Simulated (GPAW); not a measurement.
**Ballistic transport through BN in line between two Si chains, cheap and dear**

How well does BN in line between two Si chains conduct at low bias, and how far do basis and functional move the answer?

Calculated with GPAW 26.7.0; GPAW LCAO, PAW setups; Landauer transmission from Green's functions with principal layers (ASE), zero bias.

Report form: the programs' logs are mostly left out.

### 1. The structure

The cell holds 12 atoms: 10 Si, 1 B and 1 N. Its edges and angles: a = 9.000 Å, b = 9.000 Å, c = 24.600 Å, α = 90.0°, β = 90.0°, γ = 90.0°. Regions: left lead, 5 atoms (5 Si); channel, 2 atoms (1 B and 1 N); right lead, 5 atoms (5 Si). Vacuum lies along a and b. The structure is stacked along c, and the current runs across the ab planes.

### 2. GPAW, dzp

The script solves lead and junction separately, takes H and S in the orbital basis, and joins semi-infinite leads through their self-energies; the dzp basis is the working standard.

run.py reads:

```python
import json
import numpy as np
from ase import Atoms
from ase.transport.calculators import TransportCalculator
from gpaw import GPAW, FermiDirac
from gpaw.lcao.tools import get_lcao_hamiltonian
from scipy.linalg import eigh

# The junction with lead layers at both ends, along the third cell vector
device = Atoms(
    ['Si', 'Si', 'Si', 'Si', 'Si', 'B', 'N', 'Si', 'Si', 'Si', 'Si', 'Si'],
    positions=[
        [4.50000, 4.50000, 1.10000],
        [4.50000, 4.50000, 3.30000],
        [4.50000, 4.50000, 5.50000],
        [4.50000, 4.50000, 7.70000],
        [4.50000, 4.50000, 9.90000],
        [4.50000, 4.50000, 11.76240],
        [4.50000, 4.50000, 13.04240],
        [4.50000, 4.50000, 14.69980],
        [4.50000, 4.50000, 16.89980],
        [4.50000, 4.50000, 19.09980],
        [4.50000, 4.50000, 21.29980],
        [4.50000, 4.50000, 23.49980]],
    cell=[[9.0, 0.0, 0.0], [0.0, 9.0, 0.0], [0.0, 0.0, 24.5998]],
    pbc=True)

# One principal layer of the lead: the first 3 atoms of the device
lead = Atoms(
    ['Si', 'Si', 'Si'],
    positions=[
        [4.50000, 4.50000, 1.10000],
        [4.50000, 4.50000, 3.30000],
        [4.50000, 4.50000, 5.50000]],
    cell=[[9.0, 0.0, 0.0], [0.0, 9.0, 0.0], [0.0, 0.0, 6.6]],
    pbc=True)

settings = dict(mode='lcao', basis='dzp', xc='PBE', h=0.18,
                occupations=FermiDirac(0.1), maxiter=250,
                mixer=dict(beta=0.1, nmaxold=8, weight=100.0),
                convergence=dict(density=0.0001))
energies = np.arange(-3, 3 + 1e-9, 0.075)
eta = 0.0001
n1, n2 = 1, 1
# k and -k transmit alike, so half of the mesh across the current serves
mesh = [(i, j) for i in range(n1) for j in range(n2) if (i, j) <= (-i % n1, -j % n2)]
weights = np.array([1 if (i, j) == (-i % n1, -j % n2) else 2 for i, j in mesh]) / (n1 * n2)

# [... helper functions left out ...]
fermi_lead = ground_state(lead, (1, 1, 17), 'lead.txt')
fermi_device = ground_state(device, (1, 1, 3), 'device.txt')
# [... loop over the mesh left out, but for ...]
        # Shift the lead onto the potential of the device's first layer
        shift = ((H[:, 0, 0] - H0[:, 0, 0]) / S0[0, 0]).real.mean()
# [...]
kT = 8.617333e-5 * 300
bias = [0.1, 0.2, 0.5, 1.0, 1.5, 2.0]
# [... integrals and printing left out ...]
```

Run with:

```bash
> OMP_NUM_THREADS=1 OPENBLAS_NUM_THREADS=1 python run.py
```

Elapsed: 86 s, on 1 thread of Arm Neoverse N1, shared host; peak memory 1.2 GiB.

This step gave:

| Property | Result |
| --- | --- |
| conductance | 1.472 G₀ |
| largest coupling past the next principal layer | 5.05e-5 eV |
| largest misfit of the first principal layer | 0.07853 eV |
| shift that aligns the lead | -0.01757 eV |
| basis functions of the junction | 156 |
| basis functions of a principal layer | 39 |
| transmission at the Fermi level (one spin) | 1.474 |

One spin. Transmission, zone mean against energy, zero at the Fermi level:

| energy (eV) | transmission, zone mean |
| --- | --- |
| -3.00 | 2.0e-12 |
| -2.85 | 1.1e-12 |
| -2.70 | 0 |
| -2.55 | 0 |
| -2.33 | 0 |
| -2.17 | 0 |
| -2.02 | 0 |
| -1.88 | 0 |
| -1.73 | 1.2e-12 |
| -1.57 | 2.4e-12 |
| -1.35 | 0.0901 |
| -1.20 | 0.529 |
| -1.05 | 0.675 |
| -0.90 | 0.789 |
| -0.75 | 0.953 |
| -0.60 | 1.14 |
| -0.38 | 1.36 |
| -0.23 | 1.44 |
| -0.07 | 1.47 |
| 0.00 | 1.47 |
| 0.07 | 1.47 |
| 0.23 | 1.45 |
| 0.38 | 1.42 |
| 0.60 | 1.39 |
| 0.75 | 1.38 |
| 0.90 | 1.37 |
| 1.05 | 1.37 |
| 1.20 | 1.38 |
| 1.35 | 1.39 |
| 1.57 | 1.41 |
| 1.73 | 1.42 |
| 1.88 | 1.43 |
| 2.02 | 1.44 |
| 2.17 | 1.46 |
| 2.33 | 1.47 |
| 2.55 | 1.48 |
| 2.70 | 1.49 |
| 2.85 | 1.49 |
| 3.00 | 1.49 |

Not self-consistent under bias; the bias window is split evenly. Current through one cell, from the zero-bias transmission against bias:

```csv
bias (V),"current through one cell, from the zero-bias transmission (μA)"
0.100,11.4
0.200,22.8
0.500,56.6
1.000,110
1.500,158
2.000,201
```

Table of transmission of the three most open eigenchannels by energy, zero at the Fermi level:

| energy (eV) | channel 1 | channel 2 | channel 3 |
| --- | --- | --- | --- |
| -3.00 | 1.8e-12 | 0 | 0 |
| -2.85 | 0 | 0 | 0 |
| -2.70 | 0 | 0 | 0 |
| -2.55 | 0 | 0 | 0 |
| -2.33 | 0 | 0 | 0 |
| -2.17 | 0 | 0 | 0 |
| -2.02 | 0 | 0 | 0 |
| -1.88 | 0 | 0 | 0 |
| -1.73 | 0 | 0 | 0 |
| -1.57 | 1.9e-12 | 0 | 0 |
| -1.35 | 0.0451 | 0.0451 | 8.3e-12 |
| -1.20 | 0.264 | 0.264 | 4.2e-11 |
| -1.05 | 0.338 | 0.338 | 1.0e-9 |
| -0.90 | 0.378 | 0.378 | 0.0340 |
| -0.75 | 0.446 | 0.446 | 0.0608 |
| -0.60 | 0.532 | 0.532 | 0.0710 |
| -0.38 | 0.643 | 0.643 | 0.0752 |
| -0.23 | 0.684 | 0.684 | 0.0749 |
| -0.07 | 0.700 | 0.700 | 0.0736 |
| 0.00 | 0.700 | 0.700 | 0.0728 |
| 0.07 | 0.698 | 0.698 | 0.0719 |
| 0.23 | 0.688 | 0.688 | 0.0701 |
| 0.38 | 0.676 | 0.676 | 0.0684 |
| 0.60 | 0.661 | 0.661 | 0.0662 |
| 0.75 | 0.656 | 0.656 | 0.0650 |
| 0.90 | 0.654 | 0.654 | 0.0641 |
| 1.05 | 0.655 | 0.655 | 0.0634 |
| 1.20 | 0.659 | 0.659 | 0.0629 |
| 1.35 | 0.664 | 0.664 | 0.0625 |
| 1.57 | 0.673 | 0.673 | 0.0623 |
| 1.73 | 0.679 | 0.679 | 0.0622 |
| 1.88 | 0.685 | 0.685 | 0.0622 |
| 2.02 | 0.691 | 0.691 | 0.0623 |
| 2.17 | 0.696 | 0.696 | 0.0623 |
| 2.33 | 0.702 | 0.702 | 0.0624 |
| 2.55 | 0.709 | 0.709 | 0.0624 |
| 2.70 | 0.712 | 0.712 | 0.0624 |
| 2.85 | 0.715 | 0.715 | 0.0624 |
| 3.00 | 0.716 | 0.716 | 0.0624 |

Couplings past the next layer reach 5.1e-5 eV, small enough to drop; the matrix elements of the cell's first layer differ from the bulk lead's by up to 0.079 eV. That layer keeps its own values in the calculation, and only beyond it is the lead taken as perfect. The Fermi levels of lead and junction count from different zeros of potential, one for each periodic cell; with both set to zero, the small remaining shift is what aligns them. By hand: G = 1.472 × 77.48 μS = 114 μS, a resistance of 8.77 kΩ; at 0.1 V a linear junction would pass 11.4 μA, and the integral over the bias window gives 11.4 μA.

### 3. GPAW, szp: basis = "szp(dzp)"

The second zeta is dropped, the polarisation orbitals stay.

run.py, as its differences from that of step 2:

```diff
@@ -37,3 +37,3 @@
 
-settings = dict(mode='lcao', basis='dzp', xc='PBE', h=0.18,
+settings = dict(mode='lcao', basis='szp(dzp)', xc='PBE', h=0.18,
                 occupations=FermiDirac(0.1), maxiter=250,
```

Wall time 73 s (1 thread); peak memory 1.1 GiB.

This step gave:

- conductance: 1.486 G₀
- largest coupling past the next principal layer: 5.08e-5 eV
- largest misfit of the first principal layer: 0.05576 eV
- shift that aligns the lead: -0.01654 eV
- basis functions of the junction: 108
- basis functions of a principal layer: 27
- transmission at the Fermi level (one spin): 1.489

One spin. Table of transmission, zone mean by energy, zero at the Fermi level:

| energy (eV) | transmission, zone mean |
| --- | --- |
| -3.00 | 1.9e-12 |
| -2.85 | 0 |
| -2.70 | 0 |
| -2.55 | 0 |
| -2.33 | 0 |
| -2.17 | 0 |
| -2.02 | 0 |
| -1.88 | 0 |
| -1.73 | 1.8e-12 |
| -1.57 | 4.6e-12 |
| -1.35 | 5.6e-11 |
| -1.20 | 0.112 |
| -1.05 | 0.601 |
| -0.90 | 0.739 |
| -0.75 | 0.857 |
| -0.60 | 1.04 |
| -0.38 | 1.33 |
| -0.23 | 1.44 |
| -0.07 | 1.49 |
| 0.00 | 1.49 |
| 0.07 | 1.48 |
| 0.23 | 1.45 |
| 0.38 | 1.42 |
| 0.60 | 1.38 |
| 0.75 | 1.37 |
| 0.90 | 1.38 |
| 1.05 | 1.39 |
| 1.20 | 1.4 |
| 1.35 | 1.41 |
| 1.57 | 1.44 |
| 1.73 | 1.45 |
| 1.88 | 1.46 |
| 2.02 | 1.47 |
| 2.17 | 1.48 |
| 2.33 | 1.50 |
| 2.55 | 1.51 |
| 2.70 | 1.52 |
| 2.85 | 1.53 |
| 3.00 | 1.54 |

Not self-consistent under bias; the bias window is split evenly. The current through one cell, from the zero-bias transmission by bias:

```
bias (V)  current through one cell, from the zero-bias transmission (μA)
   0.100                                                            11.5
   0.200                                                            23.0
   0.500                                                            56.9
   1.000                                                             110
   1.500                                                             156
   2.000                                                             198
```

Table of transmission of the three most open eigenchannels by energy, zero at the Fermi level:

```
energy (eV)  channel 1  channel 2  channel 3
      -3.00    1.9e-12          0          0
      -2.77          0          0          0
      -2.55          0          0          0
      -2.40          0          0          0
      -2.17          0          0          0
      -1.95          0          0          0
      -1.73    1.8e-12          0          0
      -1.57    4.6e-12          0          0
      -1.35    4.9e-11    3.7e-12    3.7e-12
      -1.12      0.196      0.196     0.0110
      -0.90      0.345      0.345     0.0497
      -0.75      0.399      0.399     0.0587
      -0.53      0.540      0.540     0.0642
      -0.30      0.666      0.666     0.0655
      -0.07      0.711      0.711     0.0651
       0.00      0.712      0.712     0.0648
       0.07      0.708      0.708     0.0645
       0.30      0.685      0.685     0.0634
       0.53      0.664      0.664     0.0624
       0.75      0.657      0.657     0.0616
       0.90      0.658      0.658     0.0612
       1.12      0.666      0.666     0.0610
       1.35      0.677      0.677     0.0609
       1.57      0.688      0.688     0.0612
       1.73      0.694      0.694     0.0614
       1.95      0.703      0.703     0.0620
       2.17      0.711      0.711     0.0626
       2.40      0.719      0.719     0.0633
       2.55      0.724      0.724     0.0638
       2.77      0.731      0.731     0.0645
       3.00      0.737      0.737     0.0652
```

The conductance, 1.49 G₀, lies 1.0 % above that of the dzp run.

### 4. GPAW, sz: basis = "sz(dzp)"

The minimal basis is the cheapest rung: no second zeta and no polarisation.

run.py, as its differences from that of step 3:

```diff
@@ -37,3 +37,3 @@
 
-settings = dict(mode='lcao', basis='szp(dzp)', xc='PBE', h=0.18,
+settings = dict(mode='lcao', basis='sz(dzp)', xc='PBE', h=0.18,
                 occupations=FermiDirac(0.1), maxiter=250,
```

It took 46 s on 1 thread; peak memory 1.1 GiB.

Numbers from this step:

```yaml
conductance: 1.597 G₀
largest_coupling_past_the_next_principal_layer: 5.12e-5 eV
largest_misfit_of_the_first_principal_layer: 0.07427 eV
shift_that_aligns_the_lead: -0.02118 eV
basis_functions_of_the_junction: 48
basis_functions_of_a_principal_layer: 12
transmission_at_the_fermi_level_one_spin: 1.599
```

The conductance, 1.60 G₀, lies 8.5 % above that of the dzp run.

### 5. LDA in the dzp basis: xc = "LDA"

Back in the dzp basis, the functional changes from PBE to LDA, to set the spread between functionals beside that between bases.

run.py, as its differences from that of step 4:

```diff
@@ -37,3 +37,3 @@
 
-settings = dict(mode='lcao', basis='sz(dzp)', xc='PBE', h=0.18,
+settings = dict(mode='lcao', basis='dzp', xc='LDA', h=0.18,
                 occupations=FermiDirac(0.1), maxiter=250,
```

Run time: 73 s. Hardware: 1 thread; peak memory 1.2 GiB.

Numbers from this step:

- conductance: 1.494 G₀
- largest coupling past the next principal layer: 5.19e-5 eV
- largest misfit of the first principal layer: 0.07292 eV
- shift that aligns the lead: -0.01796 eV
- basis functions of the junction: 156
- basis functions of a principal layer: 39
- transmission at the Fermi level (one spin): 1.496

One spin. Transmission, zone mean against energy, zero at the Fermi level:

```
energy (eV)  transmission, zone mean
      -3.00                  1.9e-12
      -2.85                  1.1e-12
      -2.70                        0
      -2.55                        0
      -2.33                        0
      -2.17                        0
      -2.02                        0
      -1.88                        0
      -1.73                  1.2e-12
      -1.57                  2.5e-12
      -1.35                   0.0155
      -1.20                    0.508
      -1.05                    0.680
      -0.90                    0.798
      -0.75                    0.954
      -0.60                     1.14
      -0.38                     1.38
      -0.23                     1.46
      -0.07                     1.50
       0.00                     1.50
       0.07                     1.49
       0.23                     1.47
       0.38                     1.44
       0.60                     1.41
       0.75                     1.40
       0.90                     1.40
       1.05                     1.40
       1.20                     1.41
       1.35                     1.42
       1.57                     1.43
       1.73                     1.45
       1.88                     1.46
       2.02                     1.47
       2.17                     1.48
       2.33                     1.49
       2.55                     1.50
       2.70                     1.51
       2.85                     1.51
       3.00                     1.52
```

The conductance, 1.49 G₀, lies 1.5 % above that of the dzp run.

### 6. Cost and result by level

Times are for 1 thread of Arm Neoverse N1, shared host. The runs compared:

```
no.      run  conductance (G₀)  time  memory (GiB)
  1      dzp             1.472  86 s           1.2
  2      szp             1.486  73 s           1.1
  3       sz             1.597  46 s           1.1
  4  dzp LDA             1.494  73 s           1.2
```

### 7. The levels side by side

The curves are compared point by point over the common energies.

This step: comparison of transmission and cost over codes and levels (GPAW 26.7.0).

Ladder, by row:

| step | code | T at the Fermi level (sum over the listed spins) | conductance (G0) | r.m.s. T(E) from the first | wall time (s) | peak memory (GiB) | threads |
| --- | --- | --- | --- | --- | --- | --- | --- |
| dzp | GPAW | 1.474 | 1.472 | 0 | 85.54 | 1.16 | 1 |
| szp | GPAW | 1.489 | 1.486 | 0.07311 | 72.97 | 1.14 | 1 |
| sz | GPAW | 1.599 | 1.597 | 0.09058 | 45.81 | 1.06 | 1 |
| dzp-LDA | GPAW | 1.496 | 1.494 | 0.02016 | 73.24 | 1.16 | 1 |

Table of transmission, zone mean, sum over the listed spins by energy, zero at the Fermi level:

```csv
energy (eV),dzp,szp,sz,dzp-LDA
-3.0000,2.0e-12,1.9e-12,2.3e-13,1.9e-12
-2.7750,9.1e-13,7.8e-13,1.8e-13,8.8e-13
-2.4750,5.9e-13,4.5e-13,2.0e-13,5.8e-13
-2.2500,5.6e-13,4.5e-13,3.0e-13,5.5e-13
-2.0250,6.4e-13,6.3e-13,6.4e-13,6.4e-13
-1.7250,1.2e-12,1.8e-12,3.8e-12,1.2e-12
-1.5000,9.2e-12,8.6e-12,8.7e-11,6.9e-12
-1.2750,0.346,1.1e-9,0.414,0.307
-0.9750,0.715,0.690,0.908,0.734
-0.7500,0.953,0.857,1.08,0.954
-0.5250,1.22,1.14,1.34,1.23
-0.2250,1.44,1.44,1.57,1.46
0.0000,1.47,1.49,1.60,1.50
0.2250,1.45,1.45,1.56,1.47
0.5250,1.40,1.39,1.50,1.42
0.7500,1.38,1.37,1.47,1.40
0.9750,1.37,1.38,1.47,1.40
1.2750,1.39,1.41,1.49,1.41
1.5000,1.40,1.43,1.51,1.43
1.7250,1.42,1.45,1.52,1.45
2.0250,1.44,1.47,1.53,1.47
2.2500,1.46,1.49,1.52,1.48
2.4750,1.48,1.51,1.50,1.50
2.7750,1.49,1.53,1.46,1.51
3.0000,1.49,1.54,1.42,1.52
```

### 8. K-points along the lead 4

The lead's own mesh along the current sets its density and potential; where the lead is aligned to the junction's end layer, a rigid shift drops out.

This step: GPAW LCAO, PAW setups; Landauer transmission from Green's functions with principal layers (ASE), zero bias (GPAW 26.7.0).

run.py, as its differences from that of step 5:

```diff
@@ -37,3 +37,3 @@
 
-settings = dict(mode='lcao', basis='dzp', xc='LDA', h=0.18,
+settings = dict(mode='lcao', basis='dzp', xc='PBE', h=0.18,
                 occupations=FermiDirac(0.1), maxiter=250,
@@ -49,3 +49,3 @@
 # [... helper functions left out ...]
-fermi_lead = ground_state(lead, (1, 1, 17), 'lead.txt')
+fermi_lead = ground_state(lead, (1, 1, 4), 'lead.txt')
 fermi_device = ground_state(device, (1, 1, 3), 'device.txt')
```

Run time: 80 s. Hardware: 1 thread; peak memory 1.2 GiB.

The run finished with changed settings (lead_nz = 4); it serves as a test.

Side by side:

```
                                           quantity  this run  sound run  difference
                                   conductance (G₀)    1.4781     1.4718     0.00627
largest coupling past the next principal layer (eV)  5.068e-5   5.051e-5      1.7e-7
   largest misfit of the first principal layer (eV)  0.087027   0.078531     0.00850
                    shift that aligns the lead (eV)   0.27207  -0.017574       0.290
         transmission at the Fermi level (one spin)    1.4803     1.4736     0.00668
```

The two runs differ clearly in the shift that aligns the lead: 0.272 eV against -0.0176 eV.

### 9. A second varied run

A last run, with other settings again.

run.py, as its differences from that of step 8:

```diff
@@ -34,3 +34,3 @@
         [4.50000, 4.50000, 5.50000]],
-    cell=[[9.0, 0.0, 0.0], [0.0, 9.0, 0.0], [0.0, 0.0, 6.6]],
+    cell=[[9.0, 0.0, 0.0], [0.0, 9.0, 0.0], [0.0, 0.0, 5.94]],
     pbc=True)
@@ -38,3 +38,3 @@
 settings = dict(mode='lcao', basis='dzp', xc='PBE', h=0.18,
-                occupations=FermiDirac(0.1), maxiter=250,
+                occupations=FermiDirac(0.1), maxiter=50,
                 mixer=dict(beta=0.1, nmaxold=8, weight=100.0),
@@ -49,3 +49,3 @@
 # [... helper functions left out ...]
-fermi_lead = ground_state(lead, (1, 1, 4), 'lead.txt')
+fermi_lead = ground_state(lead, (1, 1, 17), 'lead.txt')
 fermi_device = ground_state(device, (1, 1, 3), 'device.txt')
```

The job ended after 85 s (1 thread; peak memory 1.2 GiB).

The run finished. A setting was moved off its sound value on purpose, so it serves as a test and not as the result.

The fault put into the input: a lead period that doesn't match its atoms (period = 5.94).

Side by side:

```
                                           quantity   this run  sound run  difference
                                   conductance (G₀)   9.346e-7     1.4718       -1.47
largest coupling past the next principal layer (eV)  0.0049737   5.051e-5     0.00492
   largest misfit of the first principal layer (eV)     1.5966   0.078531        1.52
                    shift that aligns the lead (eV)     1.3754  -0.017574        1.39
         transmission at the Fermi level (one spin)   8.466e-7     1.4736       -1.47
```

One result that differs is the transmission at the Fermi level (one spin), 8.5e-7 against 1.47.

### 10. Summary of results

| Property | Result |
| --- | --- |
| conductance | 1.47 G₀ |
| transmission at the Fermi level, mean of the spins | 1.47 |
| thermopower | about 0 (under 1.5 μV/K) |

What this shows: In the dzp basis the junction conducts 1.47 G₀ at 300 K, with T = 1.47 a spin at the Fermi level; the sz basis reaches that conductance within 10 %. At the Fermi level the three most open eigenchannels pass 0.70, 0.70 and 0.073. Measured against the first run (dzp), the nearest curve is that of dzp-LDA (r.m.s. 0.020) and the farthest that of sz (0.091). Over the compared runs wall time goes from 46 s (sz) to 86 s (dzp), on a shared host. The geometry was built from estimated bond lengths and not relaxed, so the numbers describe this model structure. An evenly spaced straight chain is an idealisation: free chains tend to dimerise, zigzag or, where a band edge lies near the Fermi level, turn magnetic. The currents use the zero-bias T(E) throughout, which holds only while the bias is small against the distance to the nearest feature. The energy step is wider than the thermal energy, so the conductance and thermopower rest on interpolation of T(E).

[Logs are printed without paths, hosts, clocks, repeated set-up lines and the standing remarks that a program may print on its own settings, such as how far it seeks lower states.]

[Hosts, paths, dates, database ids (printed as entryN), source tags and the programs' standing remarks are cut or masked in the printed files.]
